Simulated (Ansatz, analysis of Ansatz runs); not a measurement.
**A hop of O in Mg2TiO4 (Imma), charge 0**

How high is the barrier when O changes place in Mg2TiO4 (Imma)? The case: V_O hop (2.7 Å), charge 0, in a cell of 56 host atoms with 1 O taken out.

Method: plane-wave PAW DFT, PBEsol; nudged elastic band between two relaxed defect structures, in Ansatz 0.2.0.

### 1. Set-up

The cell holds 55 atoms: 16 Mg, 8 Ti and 31 O. Its edges and angles: a = 8.408 Å, b = 8.408 Å, c = 8.478 Å, α = 90.0°, β = 90.0°, γ = 89.7°. It derives from Mg2TiO4 (space group Imma). Nearest the centre at fractional (0.622, 0.510, 0.386): O35 at 1.36 Å, Ti24 at 1.41 Å, Mg8 at 1.58 Å, O28 at 2.32 Å, O39 at 2.40 Å, Ti20 at 2.49 Å, Mg12 at 2.54 Å, O52 at 2.57 Å.

The cell's shortest repeat is 8.4 Å.

### 2. Relaxation of the start point, charge 0

A barrier is counted from a minimum, so both ends are relaxed first. Small random displacements break the symmetry of the ideal sites, so that the defect can distort if it gains by it.

The input, q0.start/input.yaml:

```yaml
crystal:
  lattice:
    - [5.93160526, 5.95895149, 0.0]
    - [-5.93160526, 5.95895149, 0.0]
    - [0.0, 0.0, 8.47824647]
  atoms:
    - { symbol: Mg, position: [0.375, 0.375, 0.13611587] }
    - { symbol: Mg, position: [0.375, 0.875, 0.63611587] }
    - { symbol: Mg, position: [0.875, 0.375, 0.63611587] }
    - { symbol: Mg, position: [0.875, 0.875, 0.13611587] }
    - { symbol: Mg, position: [0.25, 0.0, 0.25] }
    - { symbol: Mg, position: [0.25, 0.5, 0.75] }
    - { symbol: Mg, position: [0.75, 0.0, 0.75] }
    - { symbol: Mg, position: [0.75, 0.5, 0.25] }
    - { symbol: Mg, position: [0.0, 0.25, 0.25] }
    - { symbol: Mg, position: [0.0, 0.75, 0.75] }
    - { symbol: Mg, position: [0.5, 0.25, 0.75] }
    - { symbol: Mg, position: [0.5, 0.75, 0.25] }
    - { symbol: Mg, position: [0.125, 0.125, 0.86388413] }
    - { symbol: Mg, position: [0.125, 0.625, 0.36388413] }
    - { symbol: Mg, position: [0.625, 0.125, 0.36388413] }
    - { symbol: Mg, position: [0.625, 0.625, 0.86388413] }
    - { symbol: Ti, position: [0.25, 0.25, 0.5] }
    - { symbol: Ti, position: [0.25, 0.75, 0.0] }
    - { symbol: Ti, position: [0.75, 0.25, 0.0] }
    - { symbol: Ti, position: [0.75, 0.75, 0.5] }
    - { symbol: Ti, position: [0.0, 0.0, 0.5] }
    - { symbol: Ti, position: [0.0, 0.5, 0.0] }
    - { symbol: Ti, position: [0.5, 0.0, 0.0] }
    - { symbol: Ti, position: [0.5, 0.5, 0.5] }
    - { symbol: O, position: [0.01287539, 0.23712461, 0.49805415] }
    - { symbol: O, position: [0.01287539, 0.73712461, 0.99805415] }
    - { symbol: O, position: [0.51287539, 0.23712461, 0.99805415] }
    - { symbol: O, position: [0.51287539, 0.73712461, 0.49805415] }
    - { symbol: O, position: [0.23712461, 0.01287539, 0.49805415] }
    - { symbol: O, position: [0.23712461, 0.51287539, 0.99805415] }
    - { symbol: O, position: [0.73712461, 0.01287539, 0.99805415] }
    - { symbol: O, position: [0.00722809, 0.00722809, 0.27354562] }
    - { symbol: O, position: [0.00722809, 0.50722809, 0.77354562] }
    - { symbol: O, position: [0.50722809, 0.00722809, 0.77354562] }
    - { symbol: O, position: [0.50722809, 0.50722809, 0.27354562] }
    - { symbol: O, position: [0.24277191, 0.24277191, 0.27354562] }
    - { symbol: O, position: [0.24277191, 0.74277191, 0.77354562] }
    - { symbol: O, position: [0.74277191, 0.24277191, 0.77354562] }
    - { symbol: O, position: [0.74277191, 0.74277191, 0.27354562] }
    - { symbol: O, position: [0.25722809, 0.25722809, 0.72645438] }
    - { symbol: O, position: [0.25722809, 0.75722809, 0.22645438] }
    - { symbol: O, position: [0.75722809, 0.25722809, 0.22645438] }
    - { symbol: O, position: [0.75722809, 0.75722809, 0.72645438] }
    - { symbol: O, position: [0.26287539, 0.48712461, 0.50194585] }
    - { symbol: O, position: [0.26287539, 0.98712461, 0.00194585] }
    - { symbol: O, position: [0.76287539, 0.48712461, 0.00194585] }
    - { symbol: O, position: [0.76287539, 0.98712461, 0.50194585] }
    - { symbol: O, position: [0.49277191, 0.49277191, 0.72645438] }
    - { symbol: O, position: [0.49277191, 0.99277191, 0.22645438] }
    - { symbol: O, position: [0.99277191, 0.49277191, 0.22645438] }
    - { symbol: O, position: [0.99277191, 0.99277191, 0.72645438] }
    - { symbol: O, position: [0.48712461, 0.26287539, 0.50194585] }
    - { symbol: O, position: [0.48712461, 0.76287539, 0.00194585] }
    - { symbol: O, position: [0.98712461, 0.26287539, 0.00194585] }
    - { symbol: O, position: [0.98712461, 0.76287539, 0.50194585] }
basis:
  ecutwfc: 420
  xc_grid: 2
hamiltonian:
  xc: pbesol
kpoints:
  mp_grid: { grid: [1, 1, 1], shift: [0.25, 0.25, 0.25] }
scf:
  occupations: { method: fixed }
  max_iter: 150
output:
  forces: true
relax:
  f_tol: 0.02
  max_steps: 70
  random_displacement: { amplitude: 0.03, seed: 3847 }
```

Launch:

```console
$ ansatz run input.yaml --threads 4 --pin off --max-ram 14131MiB --backend cpu --events-out ev --progress --plain --runs-dir out
```

Numbers of over 12 decimals in the logs are rounded to 6 here.

Log:

```text
[... repeated set-up lines and file paths are left out, and long positions are rounded to six places ...]
The last accepted step is kept in <dir> (removed where the run ends without a failure and the disk answers)
Engine: ansatz 0.2.0, aarch64-unknown-linux-gnu
Pseudopotentials: kind: paw
Pseudopotential: Mg, paw, valence charge 10, recommended cutoff 420 eV (normal), Mg.paw.azcp
Pseudopotential: Ti, paw, valence charge 12, recommended cutoff 420 eV (normal), Ti.paw.azcp
Pseudopotential: O, paw, valence charge 6, recommended cutoff 420 eV (normal), O.paw.azcp
Functional definition: PBEsol
  exchange = pbesol_x
  correlation = pbesol_c
Crystal: 55 atoms, lattice volume = 599.347 Å³
Basis set: ecut = 420 eV, 11701 PW (Γ), exchange–correlation on 120×120×120 points (8 copies of the dense FFT grid, shifted against one another)
Bands: 276, of which v1, the nominal top of the filled ones, is band 221 counted from 1 (220 counted from 0)
Symmetry: 1 space group operations
k-points: 1
Non-local potential: Mg, projectors of the file, l = 0: 3, l = 1: 2, l = 2: 1
Non-local potential: Ti, projectors of the file, l = 0: 3, l = 1: 2, l = 2: 3, l = 3: 1
Non-local potential: O, projectors of the file, l = 0: 2, l = 1: 2, l = 2: 1
PAW form: soft (Blöchl's): semilocal exchange-correlation on the pseudo side does not see the compensation charge
PAW frozen core: Mg, regenerated for the run's functional, and the local potential with it (the file was generated under x = pbe(κ = 0.804, μ = 0.219515), c = pbe(β = 0.066725))
PAW frozen core: Ti, regenerated for the run's functional, and the local potential with it (the file was generated under x = pbe(κ = 0.804, μ = 0.219515), c = pbe(β = 0.066725))
PAW frozen core: O, regenerated for the run's functional, and the local potential with it (the file was generated under x = pbe(κ = 0.804, μ = 0.219515), c = pbe(β = 0.066725))
PAW one-centre angular grid: Mg, 110 points (default); XC on 64 Gauss nodes
PAW one-centre angular grid: Ti, 590 points (default); XC on 64 Gauss nodes
PAW one-centre angular grid: O, 110 points (default); XC on 64 Gauss nodes
Initial density: superposition of atomic densities (neutral atoms: chi_scale 0, normalization atom), corrected by the library's trained network
Initial wavefunctions: pseudopotential atomic-orbital guess
Functional: x = pbesol(κ = 0.804, μ = 0.123457), c = pbesol(β = 0.046)
SCF iter   1: F=—  HF=-67848.688514 eV  |F-HF|=—  |Δ(HF+E_count)|=         —  Δρ=1.46e-2  dr2=1.13e0  ethr=1.77e-3  ⟨swp⟩=4.0  Hψ=763  notcnv=0  defer=51
preconditioner: auto → Resta (q_TF=auto, 2.593 Å⁻¹)  ε∞=5.6  [insulator: Δε(μ)=0.868 eV  Ē_g=11.166 eV  n_scr=178 (ndim 8)  ℏωp=24.0 eV  f_vac=0.034  ε∞_Penn≈5.6]
SCF iter   2: F=—  HF=-67848.402747 eV  |F-HF|=—  |Δ(HF+E_count)|=   2.86e-1  Δρ=5.13e-3  dr2=1.86e-1  ethr=2.56e-4  ⟨swp⟩=2.0  Hψ=447  notcnv=0  defer=52
SCF iter   3: F=—  HF=-67848.370789 eV  |F-HF|=—  |Δ(HF+E_count)|=   3.20e-2  Δρ=2.35e-3  dr2=4.67e-2  ethr=4.21e-5  ⟨swp⟩=3.0  Hψ=430  notcnv=0  defer=53
SCF iter   4: F=—  HF=-67848.362521 eV  |F-HF|=—  |Δ(HF+E_count)|=   8.27e-3  Δρ=1.00e-3  dr2=9.41e-3  ethr=1.06e-5  ⟨swp⟩=3.0  Hψ=322  notcnv=0  defer=53
SCF iter   5: F=—  HF=-67848.358701 eV  |F-HF|=—  |Δ(HF+E_count)|=   3.82e-3  Δρ=6.55e-4  dr2=3.54e-3  ethr=2.13e-6  ⟨swp⟩=2.0  Hψ=477  notcnv=0  defer=53
SCF iter   6: F=—  HF=-67848.358148 eV  |F-HF|=—  |Δ(HF+E_count)|=   5.53e-4  Δρ=1.60e-4  dr2=2.12e-4  ethr=8.00e-7  ⟨swp⟩=2.0  Hψ=356  notcnv=0  defer=53
SCF iter   7: F=—  HF=-67848.358145 eV  |F-HF|=—  |Δ(HF+E_count)|=   2.38e-6  Δρ=1.06e-4  dr2=7.37e-5  ethr=4.80e-8  ⟨swp⟩=2.0  Hψ=344  notcnv=0  defer=53
SCF iter   8: F=-67848.358132 eV  HF=-67848.358135 eV  |F-HF|=2.52e-6  |Δ(HF+E_count)|=   1.05e-5  Δρ=3.06e-5  dr2=7.42e-6  ethr=2.26e-9  ⟨swp⟩=3.0  Hψ=897  notcnv=0
SCF 1 converged in 8 iterations: F = -67848.358132 eV  dr2 = 7.42e-6
  greatest PAW one-centre occupation: 1.000 electrons in one spin orbital (limit 2), on the Mg atom at site 11 (counted from 0), in its partial waves of l = 0
relax step   1: F+E_penalty+E_count = -67848.35813249 eV  Δ(F+E_penalty+E_count) = +0.000e0 eV  max|allowed force component| = 1.212e0 eV/Å  Δτ_max = 0.0000 Å  (8 SCF iters, dr2 threshold 1.00e-5 eV, accepted)
[... the SCF cycles and remarks between the steps are left out from here to the last step ...]
relax step   2: F+E_penalty+E_count = -67848.69042148 eV  Δ(F+E_penalty+E_count) = -3.323e-1 eV  max|allowed force component| = 5.598e-1 eV/Å  Δτ_max = 0.0702 Å  (6 SCF iters, dr2 threshold 9.17e-5 eV, accepted)
relax step   3: F+E_penalty+E_count = -67848.81661753 eV  Δ(F+E_penalty+E_count) = -1.262e-1 eV  max|allowed force component| = 2.408e-1 eV/Å  Δτ_max = 0.0525 Å  (7 SCF iters, dr2 threshold 1.96e-5 eV, accepted)
relax step   4: F+E_penalty+E_count = -67848.84786389 eV  Δ(F+E_penalty+E_count) = -3.125e-2 eV  max|allowed force component| = 2.176e-1 eV/Å  Δτ_max = 0.0473 Å  (7 SCF iters, dr2 threshold 1.07e-5 eV, accepted)
relax step   5: F+E_penalty+E_count = -67848.83315971 eV  Δ(F+E_penalty+E_count) = +1.470e-2 eV  max|allowed force component| = 4.307e-1 eV/Å  Δτ_max = 0.0898 Å  (8 SCF iters, dr2 threshold 8.76e-6 eV, rejected (line search))
relax step   6: F+E_penalty+E_count = -67848.87087130 eV  Δ(F+E_penalty+E_count) = -2.301e-2 eV  max|allowed force component| = 2.123e-1 eV/Å  Δτ_max = 0.0277 Å  (10 SCF iters, accepted)
relax step   7: F+E_penalty+E_count = -67848.84980652 eV  Δ(F+E_penalty+E_count) = +2.106e-2 eV  max|allowed force component| = 3.017e-1 eV/Å  Δτ_max = 0.1000 Å  (7 SCF iters, dr2 threshold 3.68e-5 eV, rejected (line search))
relax step   8: F+E_penalty+E_count = -67848.88503598 eV  Δ(F+E_penalty+E_count) = -1.416e-2 eV  max|allowed force component| = 1.504e-1 eV/Å  Δτ_max = 0.0500 Å  (10 SCF iters, accepted)
relax step   9: F+E_penalty+E_count = -67848.87342732 eV  Δ(F+E_penalty+E_count) = +1.161e-2 eV  max|allowed force component| = 2.077e-1 eV/Å  Δτ_max = 0.0500 Å  (7 SCF iters, dr2 threshold 1.13e-5 eV, rejected (line search))
relax step  10: F+E_penalty+E_count = -67848.88789393 eV  Δ(F+E_penalty+E_count) = -2.858e-3 eV  max|allowed force component| = 6.074e-2 eV/Å  Δτ_max = 0.0175 Å  (10 SCF iters, accepted)
relax step  11: F+E_penalty+E_count = -67848.88796506 eV  Δ(F+E_penalty+E_count) = -7.112e-5 eV  max|allowed force component| = 4.975e-2 eV/Å  Δτ_max = 0.0207 Å  (7 SCF iters, dr2 threshold 6.02e-7 eV, accepted)
relax step  12: F+E_penalty+E_count = -67848.88862008 eV  Δ(F+E_penalty+E_count) = -6.550e-4 eV  max|allowed force component| = 1.852e-2 eV/Å  Δτ_max = 0.0126 Å  (7 SCF iters, dr2 threshold 4.04e-7 eV, accepted)
iter 1 solved again at ethr=5.57e-11 eV; its pass at ethr=3.10e-3 eV (dr2=2.46e-7 eV) is discarded
SCF iter   1: F=—  HF=-67848.889924 eV  |F-HF|=—  |Δ(HF+E_count)|=         —  Δρ=1.03e-5  dr2=2.58e-7  ethr=5.57e-11  ⟨swp⟩=2.0  Hψ=811  notcnv=0  defer=47
SCF iter   2: F=—  HF=-67848.888620 eV  |F-HF|=—  |Δ(HF+E_count)|=   1.30e-3  Δρ=5.44e-6  dr2=1.18e-7  ethr=5.57e-11  ⟨swp⟩=3.0  Hψ=662  notcnv=0  defer=47
SCF iter   3: F=-67848.888620 eV  HF=-67848.888620 eV  |F-HF|=9.74e-9  |Δ(HF+E_count)|=   2.14e-9  Δρ=3.15e-6  dr2=3.40e-8  ethr=2.26e-11  ⟨swp⟩=4.0  Hψ=702  notcnv=0
SCF 13 converged in 3 iterations: F = -67848.888620 eV  dr2 = 3.40e-8
relax step  13: F+E_penalty+E_count = -67848.88862013 eV  Δ(F+E_penalty+E_count) = -4.488e-8 eV  max|allowed force component| = 1.846e-2 eV/Å  Δτ_max = 0.0000 Å  (3 SCF iters, accepted)
SCF converged after 3 iterations
Free energy (F): -67848.888620 eV
Harris-Foulkes:  -67848.888620 eV  (|F-HF|=9.74e-9)
Internal energy: -67848.888620 eV  (E = F + TS)
E sigma→0 (E₀):  -67848.888620 eV
Fermi energy:    9.411600 eV
--- Per-component energies (eV) ---
  E_band       = -6760.137526
  E_kinetic    = 8877.737665
  E_local      = -42206.867740  (includes V_loc(G=0)·N_el)
  E_nonlocal   = 3059.880928
  E_hartree    = 15439.765821
  E_xc         = -3530.535296
  E_vxc        = -4518.487002  (∫ρ·V_xc dr)
  E_paw        = -17377.363612  (= ΣΔE_a)
  E_vpaw       = -2852.015386  (= ΣTr[D̂ρ^β])
  E_aug_tail   = 0.077656  (compensation charges beyond the density's cutoff)
  E_ewald      = -32114.734839
  E_core_change = 3.150796  (= ΣΔE_core)
  E_smearing   = -0.000000  (= −TS)
  E_closure    = -0.000000  (closes the sum)
  Σ components = -67848.888620   (vs F -67848.888620, Δ=0.00e0)
--- Forces (eV/Å), atoms counted from 1 ---
  atom   1  Mg     0.00341532     0.00405864     0.00219802
  atom   2  Mg     0.00238126     0.00067353    -0.00128188
  [... 5 atoms left out ...]
  atom   8  Mg    -0.00089755     0.00170608     0.01299732
  [... 3 atoms left out ...]
  atom  12  Mg    -0.00013329    -0.00101661    -0.00540277
  [... 7 atoms left out ...]
  atom  20  Ti    -0.00039274    -0.01846600    -0.01062282
  [... 3 atoms left out ...]
  atom  24  Ti    -0.01291826    -0.00004025     0.00208628
  [... 3 atoms left out ...]
  atom  28  O      0.00037257     0.01234976     0.00010381
  [... 6 atoms left out ...]
  atom  35  O     -0.00196685     0.00056218    -0.01041768
  [... 3 atoms left out ...]
  atom  39  O      0.00424723     0.00258461    -0.00795518
  [... 2 atoms left out ...]
  atom  42  O      0.00233196    -0.00418228    -0.00049680
  [... 5 atoms left out ...]
  atom  48  O      0.00113691    -0.00294904     0.01068492
  [... 3 atoms left out ...]
  atom  52  O      0.01520742    -0.01600619     0.00111215
  [... 3 atoms left out ...]
  max |Σ_I F_I| component: 1.13e-4 eV/Å
--- Relaxed structure (13 steps of the walk, 10 accepted, 0 SCFs on fresh bases) ---
  F+E_penalty+E_count = -67848.88862013 eV   max|allowed force component| = 1.846e-2 eV/Å
  atoms:
    - { symbol: Mg, position: [0.375097, 0.373953, 0.136478] }
    - { symbol: Mg, position: [0.375505, 0.872759, 0.637920] }
    [... 5 atoms left out ...]
    - { symbol: Mg, position: [0.752722, 0.502482, 0.248372] }
    [... 3 atoms left out ...]
    - { symbol: Mg, position: [0.500537, 0.747731, 0.249532] }
    [... 7 atoms left out ...]
    - { symbol: Ti, position: [0.735231, 0.758477, 0.503003] }
    [... 3 atoms left out ...]
    - { symbol: Ti, position: [0.481947, 0.486215, 0.496984] }
    [... 3 atoms left out ...]
    - { symbol: O, position: [0.514458, 0.734615, 0.498681] }
    [... 6 atoms left out ...]
    - { symbol: O, position: [0.511906, 0.504381, 0.274670] }
    [... 3 atoms left out ...]
    - { symbol: O, position: [0.743157, 0.741890, 0.276287] }
    [... 2 atoms left out ...]
    - { symbol: O, position: [0.759334, 0.259439, 0.226671] }
    [... 5 atoms left out ...]
    - { symbol: O, position: [0.495481, 0.491353, 0.723894] }
    [... 3 atoms left out ...]
    - { symbol: O, position: [0.490029, 0.263149, 0.502319] }
    [... 3 atoms left out ...]
```

Wall time 94 s (4 threads of Arm Neoverse V1, shared host); peak memory 1.1 GiB; 6 min of CPU time.

Relaxation path:

| step | energy less that of the first step (eV) | largest force component (eV/Å) |
| --- | --- | --- |
| 1 | 0.0000 | 1.2116 |
| 2 | -0.3323 | 0.5598 |
| 3 | -0.4585 | 0.2408 |
| 4 | -0.4897 | 0.2176 |
| 5 | -0.4750 | 0.4307 |
| 6 | -0.5127 | 0.2123 |
| 7 | -0.4917 | 0.3017 |
| 8 | -0.5269 | 0.1504 |
| 9 | -0.5153 | 0.2077 |
| 10 | -0.5298 | 0.0607 |
| 11 | -0.5298 | 0.0498 |
| 12 | -0.5305 | 0.0185 |
| 13 | -0.5305 | 0.0185 |

Relaxation steps 5, 7, 9 were tried and not accepted.

The atoms that moved most (Å, from the sites as typed, ahead of the random displacement, the mean shift of all atoms taken out):

| atom | dx | dy | dz | length |
| --- | --- | --- | --- | --- |
| Ti24 | -0.026 | -0.187 | -0.028 | 0.191 |
| Ti20 | -0.138 | -0.035 | 0.023 | 0.145 |
| Ti17 | 0.008 | -0.138 | 0.031 | 0.142 |
| Ti21 | 0.014 | -0.085 | -0.014 | 0.087 |
| Mg3 | -0.074 | 0.025 | -0.036 | 0.086 |
| O44 | -0.070 | 0.015 | 0.018 | 0.074 |
| O47 | -0.034 | 0.049 | -0.001 | 0.059 |
| Ti18 | -0.009 | -0.049 | 0.011 | 0.051 |

Neighbours of O35 at the end:

| atom | distance (Å) |
| --- | --- |
| Ti24 | 1.908 |
| Mg1 | 1.977 |
| Mg8 | 2.037 |
| Mg12 | 2.059 |
| O28 | 2.712 |
| O39 | 2.794 |
| O52 | 2.806 |
| O44 | 2.890 |
| O42 | 2.949 |

Read from the output:

```yaml
free_energy: -67848.8886 eV
r_m_s_move_of_the_farther_half_of_the_atoms: 0.03182 Å
largest_move_from_the_ideal_geometry_of_this_structure_a_common_shift_of_the_far_atoms_taken_out: 0.1996 Å
```

The relaxation gained 0.530 eV and ended with a largest force component of 0.018 eV/Å.

(Continued in part 2 of 5.)

[Logs are printed without paths, hosts, clocks, repeated set-up lines and the standing remarks that a program may print on its own settings, such as how far it seeks lower states.]

[Hosts, paths, dates, database ids (printed as entryN), source tags and the programs' standing remarks are cut or masked in the printed files.]
